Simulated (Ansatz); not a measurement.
# Vibrations of species on Cu(111), part 2 of 2

Aim: bond lengths and vibrational modes of species bound on Cu(111).

Ansatz 0.2.0; DFT PBE, scalar-relativistic, plane waves, PAW; PAW set soft_1.

So far. Step 4 (Modes of the chosen sites: F at the fcc hollow site, 1 …): The highest mode of the block lies at 494.1 cm⁻¹; the acoustic sum rule moved it by 0.0 cm⁻¹. Step 5 (Relaxation in the fixed cell: F at the fcc hollow site …): The largest force component left on a free atom is 1.8 meV/Å.

**6. Force constants among chosen sites: F at the fcc hollow site, 0.5 monolayer**

Only 3 sites are displaced (2 Cu and 1 F), with their periodic images, and all others stay at rest. This gives the modes that are localised on these sites for less work than the whole matrix.

File input.yaml:

```yaml
crystal:
  lattice:
    - [5.1322909425, -2.0027e-06, 0.0]
    - [1.2830718684, 2.2223456659, 0.0]
    - [0.0, 0.0, 38.6936109176]
  atoms:
    - { symbol: Cu, position: [0.0, 0.0, 0.1937810272] }
    - { symbol: Cu, position: [0.5, 0.0, 0.1937810272] }
    - { symbol: Cu, position: [0.166667, 0.333333, 0.2479309035] }
    - { symbol: Cu, position: [0.666667, 0.333333, 0.2479309035] }
    - { symbol: Cu, position: [0.8355010298, 0.6644989702, 0.3024034308] }
    - { symbol: Cu, position: [0.3328239966, 0.6671760034, 0.3009300749] }
    - { symbol: Cu, position: [-0.0097087488, 0.0097087488, 0.3560978615] }
    - { symbol: Cu, position: [0.510386495, -0.010386495, 0.35354684] }
    - { symbol: F, position: [0.2073089686, 0.2926910314, 0.3907331786] }
  periodic: [true, true, false]
kpoints:
  mp_grid: { grid: [6, 12, 1] }
hamiltonian:
  xc: pbe
  pseudopotentials: { kind: paw, azcp: { folder: soft_1 } }
scf:
  occupations: { method: methfessel_paxton, width: 0.15 }
output:
  eigenvalues: true
phonons:
  method: fd
  supercell: [1, 1, 1]
  displaced_sites: [6, 7, 8]
  rigid_motions: translations
```

Command:

```bash
ansatz run input.yaml --threads 8 --pin off --max-ram 20480MiB --backend cpu --events-out ev --progress --plain --runs-dir out
```

Numbers of over 12 decimals in the logs are rounded to 6 here.

What it wrote:

```text
[...]
Crystal: 9 atoms, lattice volume = 441.329 Å³
Basis set: ecut = 420 eV, 8731 PW (Γ), exchange–correlation on 72×36×540 points (8 copies of the dense FFT grid, shifted against one another)
Bands: 96, of which v1, the nominal top of the filled ones, is band 80 counted from 1 (79 counted from 0)
Symmetry: 2 space group operations
k-points: 25 of 72 (time reversal used)
[...]
° read free of the cell's end (the report's vacuum.weakly_bound_levels)
[...]
force constants formed among 3 of 9 sites (Cu 6, Cu 7, F 8); the other 6 at rest. The modes move the named sites alone.
[...]
transpose residual: 1.2e-4 eV/Å²
[...]
unstable modes among the named sites: 0
  frequencies as built, with no sum rule (cm⁻¹): 53.27 57.71 112.81 114.47 133.19 151.62 203.62 259.89 436.18
  zero-point energy: 0.094398 eV/cell   skipped modes (ω ≤ 0): 0
[...]
[key lines of the parts left out:]
SCF converged after 22 iterations
Free energy (F): -53807.704974 eV
Fermi energy:    -5.756370 eV
```

Wall time 2.2 min (8 threads of Intel Xeon 6975P-C (Granite Rapids), shared host); peak memory 2.8 GiB.

The other atoms of the cell are at rest; shares are of the kinetic energy, a minus sign marks an imaginary mode, and where like sites share a mode the one named is one choice of several. Modes of the displaced sites:

| mode | frequency (cm⁻¹) | share of Cu (%) | share of F (%) | site with the largest share | its share (%) |
| --- | --- | --- | --- | --- | --- |
| 1 | 53.3 | 72 | 28 | Cu7 | 38 |
| 2 | 57.7 | 87 | 13 | Cu7 | 45 |
| 3 | 112.8 | 85 | 15 | Cu7 | 82 |
| 4 | 114.5 | 43 | 57 | F9 | 57 |
| 5 | 133.2 | 86 | 14 | Cu8 | 83 |
| 6 | 151.6 | 85 | 15 | Cu7 | 62 |
| 7 | 203.6 | 87 | 13 | Cu8 | 44 |
| 8 | 259.9 | 28 | 72 | F9 | 72 |
| 9 | 436.2 | 27 | 73 | F9 | 73 |

The highest mode of the block lies at 436.2 cm⁻¹; the acoustic sum rule moved it by 0.0 cm⁻¹.

**7. Letting the atoms settle: F at the fcc hollow site, 0.25 monolayer**

The slab carries F at the fcc hollow site, 0.25 monolayer. Its plane takes the lattice constant of the bulk relaxed at this level. The lowest layers are held, and the other atoms relax. The program lengthens the typed cell of 22.4 Å along the normal to 38.7 Å, as its cut-off of the electrostatics needs, and moves no atom.

System of this step: F at the fcc hollow site, 0.25 monolayer on Cu(111). The cell holds 17 atoms: 16 Cu and 1 F. Its edges and angles: a = 5.132 Å, b = 5.132 Å, c = 38.694 Å, α = 90.0°, β = 90.0°, γ = 60.0°. It derives from Cu. Vacuum lies along c.

File input.yaml:

```yaml
crystal:
  lattice:
    - [5.1322944113, 0.0, 0.0]
    - [2.5661472057, 4.4446893291, 0.0]
    - [0.0, 0.0, 22.4429807987]
  atoms:
    - { symbol: Cu, position: [0.0, 0.0, 0.334095] }
    - { symbol: Cu, position: [0.5, 0.0, 0.334095] }
    - { symbol: Cu, position: [0.0, 0.5, 0.334095] }
    - { symbol: Cu, position: [0.5, 0.5, 0.334095] }
    - { symbol: Cu, position: [0.166667, 0.166667, 0.427454] }
    - { symbol: Cu, position: [0.666667, 0.166667, 0.427454] }
    - { symbol: Cu, position: [0.166667, 0.666667, 0.427454] }
    - { symbol: Cu, position: [0.666667, 0.666667, 0.427454] }
    - { symbol: Cu, position: [0.833333, 0.333333, 0.520813] }
    - { symbol: Cu, position: [0.333333, 0.333333, 0.520813] }
    - { symbol: Cu, position: [0.833333, 0.833333, 0.520813] }
    - { symbol: Cu, position: [0.333333, 0.833333, 0.520813] }
    - { symbol: Cu, position: [0.0, 0.0, 0.614171] }
    - { symbol: Cu, position: [0.5, 0.0, 0.614171] }
    - { symbol: Cu, position: [0.0, 0.5, 0.614171] }
    - { symbol: Cu, position: [0.5, 0.5, 0.614171] }
    - { symbol: F, position: [0.166667, 0.166667, 0.665905] }
  periodic: [true, true, false]
kpoints:
  mp_grid: { grid: [6, 6, 1] }
hamiltonian:
  xc: pbe
  pseudopotentials: { kind: paw, azcp: { folder: soft_1 } }
scf:
  occupations: { method: methfessel_paxton, width: 0.15 }
output:
  forces: true
  eigenvalues: true
relax:
  adjacent_minimum: "off"
  f_tol: 0.003
  max_steps: 120
  constraints: [{ sites: [0, 1, 2, 3, 4, 5, 6, 7] }]
```

What it wrote:

```text
[...]
Crystal: 17 atoms, lattice volume = 882.658 Å³
Basis set: ecut = 420 eV, 17331 PW (Γ), exchange–correlation on 72×72×540 points (8 copies of the dense FFT grid, shifted against one another)
Bands: 187, of which v1, the nominal top of the filled ones, is band 156 counted from 1 (155 counted from 0)
Symmetry: 6 space group operations
[...]
k-points: 7 of 36 (time reversal used)
[...]
- { symbol: Cu, position: [0.666667, 0.166667, 0.247931] }
    - { symbol: Cu, position: [0.166667, 0.666667, 0.247931] }
    - { symbol: Cu, position: [0.666667, 0.666667, 0.247931] }
[...]
- { symbol: Cu, position: [-0.00352665, -0.00352665, 0.355538] }
    - { symbol: Cu, position: [0.507053, -0.00352665, 0.355538] }
    - { symbol: Cu, position: [-0.00352665, 0.507053, 0.355538] }
    - { symbol: Cu, position: [0.500000, 0.500000, 0.352465] }
    - { symbol: F, position: [0.166667, 0.166667, 0.393092] }
[key lines of the parts left out:]
SCF converged after 8 iterations
Free energy (F): -106807.445369 eV
Fermi energy:    -5.271004 eV
```

The job ended after 83 s (8 threads; peak memory 4.5 GiB).

The steps of the relaxation:

| step | energy less that of the first step (eV) | largest force component (eV/Å) |
| --- | --- | --- |
| 1 | 0.0000 | 3.5228 |
| 2 | -0.3151 | 2.3180 |
| 3 | -0.5949 | 0.1564 |
| 4 | -0.5899 | 0.1518 |
| 5 | -0.5982 | 0.0187 |
| 6 | -0.5982 | 0.0057 |
| 7 | -0.5982 | 0.0001 |

Relaxation step 4 was tried and not accepted.

Forces are held to the 6 operations that the run works with; a distortion that breaks them can't arise in this run.

The atoms that moved most (Å):

| atom | dx | dy | dz | length |
| --- | --- | --- | --- | --- |
| F17 | 0.000 | 0.000 | 0.265 | 0.265 |
| Cu16 | 0.000 | 0.000 | -0.146 | 0.146 |
| Cu13 | -0.027 | -0.016 | -0.027 | 0.041 |
| Cu14 | 0.027 | -0.016 | -0.027 | 0.041 |
| Cu15 | 0.000 | 0.031 | -0.027 | 0.041 |
| Cu9 | 0.009 | -0.005 | -0.038 | 0.039 |
| Cu12 | 0.000 | 0.010 | -0.038 | 0.039 |
| Cu10 | -0.009 | -0.005 | -0.038 | 0.039 |

The largest force component left on a free atom is 0.11 meV/Å.

**8. Force constants among chosen sites: F at the fcc hollow site, 0.25 monolayer**

Only 4 sites are displaced (3 Cu and 1 F), with their periodic images, and all others stay at rest. This gives the modes that are localised on these sites for less work than the whole matrix.

File input.yaml:

```yaml
crystal:
  lattice:
    - [5.1322897863, 0.0, 0.0]
    - [2.5661448932, 4.4446933345, 0.0]
    - [0.0, 0.0, 38.6936109176]
  atoms:
    - { symbol: Cu, position: [0.0, 0.0, 0.1937810272] }
    - { symbol: Cu, position: [0.5, 0.0, 0.1937810272] }
    - { symbol: Cu, position: [0.0, 0.5, 0.1937810272] }
    - { symbol: Cu, position: [0.5, 0.5, 0.1937810272] }
    - { symbol: Cu, position: [0.1666666667, 0.1666666667, 0.2479309035] }
    - { symbol: Cu, position: [0.6666666667, 0.1666666667, 0.2479309035] }
    - { symbol: Cu, position: [0.1666666667, 0.6666666667, 0.2479309035] }
    - { symbol: Cu, position: [0.6666666667, 0.6666666667, 0.2479309035] }
    - { symbol: Cu, position: [0.8355828748, 0.3322085626, 0.3011114181] }
    - { symbol: Cu, position: [0.3322085626, 0.3322085626, 0.3011114181] }
    - { symbol: Cu, position: [0.8333333333, 0.8333333333, 0.3030184773] }
    - { symbol: Cu, position: [0.3322085626, 0.8355828748, 0.3011114181] }
    - { symbol: Cu, position: [-0.0035266492, -0.0035266492, 0.3555382256] }
    - { symbol: Cu, position: [0.5070532984, -0.0035266492, 0.3555382256] }
    - { symbol: Cu, position: [-0.0035266492, 0.5070532984, 0.3555382256] }
    - { symbol: Cu, position: [0.5, 0.5, 0.352465404] }
    - { symbol: F, position: [0.1666666667, 0.1666666667, 0.3930923677] }
  periodic: [true, true, false]
kpoints:
  mp_grid: { grid: [6, 6, 1] }
hamiltonian:
  xc: pbe
  pseudopotentials: { kind: paw, azcp: { folder: soft_1 } }
scf:
  occupations: { method: methfessel_paxton, width: 0.15 }
output:
  eigenvalues: true
phonons:
  method: fd
  supercell: [1, 1, 1]
  displaced_sites: [12, 13, 14, 16]
  rigid_motions: translations
```

What it wrote:

```text
[...]
Crystal: 17 atoms, lattice volume = 882.658 Å³
Basis set: ecut = 420 eV, 17331 PW (Γ), exchange–correlation on 72×72×540 points (8 copies of the dense FFT grid, shifted against one another)
Bands: 187, of which v1, the nominal top of the filled ones, is band 156 counted from 1 (155 counted from 0)
Symmetry: 6 space group operations
k-points: 7 of 36 (time reversal used)
[...]
force constants formed among 4 of 17 sites (Cu 12, Cu 13, Cu 14, F 16); the other 13 at rest. The modes move the named sites alone.
[...]
transpose residual: 9.2e-5 eV/Å²
[...]
unstable modes among the named sites: 0
  frequencies as built, with no sum rule (cm⁻¹): 84.61 84.61 123.42 123.42 125.38 127.08 150.97 150.97 194.57 194.57 197.89 368.13
  zero-point energy: 0.119370 eV/cell   skipped modes (ω ≤ 0): 0
[...]
[key lines of the parts left out:]
SCF converged after 21 iterations
Free energy (F): -106807.445369 eV
Fermi energy:    -5.271004 eV
```

Elapsed: 2.3 min, on 8 threads; peak memory 6.6 GiB.

The other atoms of the cell are at rest; shares are of the kinetic energy, a minus sign marks an imaginary mode, and where like sites share a mode the one named is one choice of several. Modes of the displaced sites:

| mode | frequency (cm⁻¹) | share of Cu (%) | share of F (%) | site with the largest share | its share (%) |
| --- | --- | --- | --- | --- | --- |
| 1 | 84.6 | 76 | 24 | Cu14 | 32 |
| 2 | 84.6 | 76 | 24 | Cu15 | 40 |
| 3 | 123.4 | 87 | 13 | Cu13 | 43 |
| 4 | 123.4 | 87 | 13 | Cu15 | 57 |
| 5 | 125.4 | 90 | 10 | Cu14 | 30 |
| 6 | 127.1 | 100 | 0 | Cu15 | 33 |
| 7 | 151.0 | 58 | 42 | F17 | 42 |
| 8 | 151.0 | 58 | 42 | F17 | 42 |
| 9 | 194.6 | 80 | 20 | Cu13 | 27 |
| 10 | 194.6 | 80 | 20 | Cu15 | 28 |
| 11 | 197.9 | 81 | 19 | Cu15 | 27 |
| 12 | 368.1 | 29 | 71 | F17 | 71 |

The highest mode of the block lies at 368.1 cm⁻¹; the acoustic sum rule moved it by 0.0 cm⁻¹.

**9. All members side by side**

The members are set side by side.

The anchoring bond is the shortest distance from the first added atom to the slab, and like atoms elsewhere in the cell can differ; degenerate modes stand as often as they occur. The species side by side:

| species | coverage (monolayer) | anchoring bond | its length (Å) | highest level (cm⁻¹) | second (cm⁻¹) | third (cm⁻¹) |
| --- | --- | --- | --- | --- | --- | --- |
| F at the fcc hollow site | 1 | F-Cu | 1.998 | 494.1 | 207 | 207 |
| F at the fcc hollow site | 0.5 | F-Cu | 1.971 | 436.2 | 259.9 | 203.6 |
| F at the fcc hollow site | 0.25 | F-Cu | 2.098 | 368.1 | 197.9 | 194.6 |

**10. What came out**

```
highest mode of the block of 2 sites, F at the fcc hollow site, 1 monolayer    : 494.1 cm⁻¹
highest mode of the block of 3 sites, F at the fcc hollow site, 0.5 monolayer  : 436.2 cm⁻¹
highest mode of the block of 4 sites, F at the fcc hollow site, 0.25 monolayer : 368.1 cm⁻¹
```

In words: With F at the fcc hollow site, 1 monolayer the highest mode of the block lies at 494 cm⁻¹, 75 % on F and 25 % on Cu. With F at the fcc hollow site, 0.5 monolayer the highest mode of the block lies at 436 cm⁻¹, 73 % on F and 27 % on Cu. With F at the fcc hollow site, 0.25 monolayer the highest mode of the block lies at 368 cm⁻¹, 71 % on F and 29 % on Cu. With all atoms beyond the displaced ones at rest, modes that spread into the slab are only rough; stretches of light atoms, well above the modes of the substrate atoms, are the least affected. Periodic images of the cell move in phase at the zone centre, so coupling to the images is part of these frequencies. These are harmonic frequencies at zero temperature: anharmonic shifts, linewidths and thermal expansion are left out. The runs are without spin polarisation, although the cell has an odd electron count. The program warns in at least one run that the printed band levels were not confirmed.

[Logs are printed without paths, hosts, clocks, repeated set-up lines and the standing remarks that a program may print on its own settings, such as how far it seeks lower states.]

[Hosts, paths, dates, database ids (printed as entryN), source tags and the programs' standing remarks are cut or masked in the printed files.]
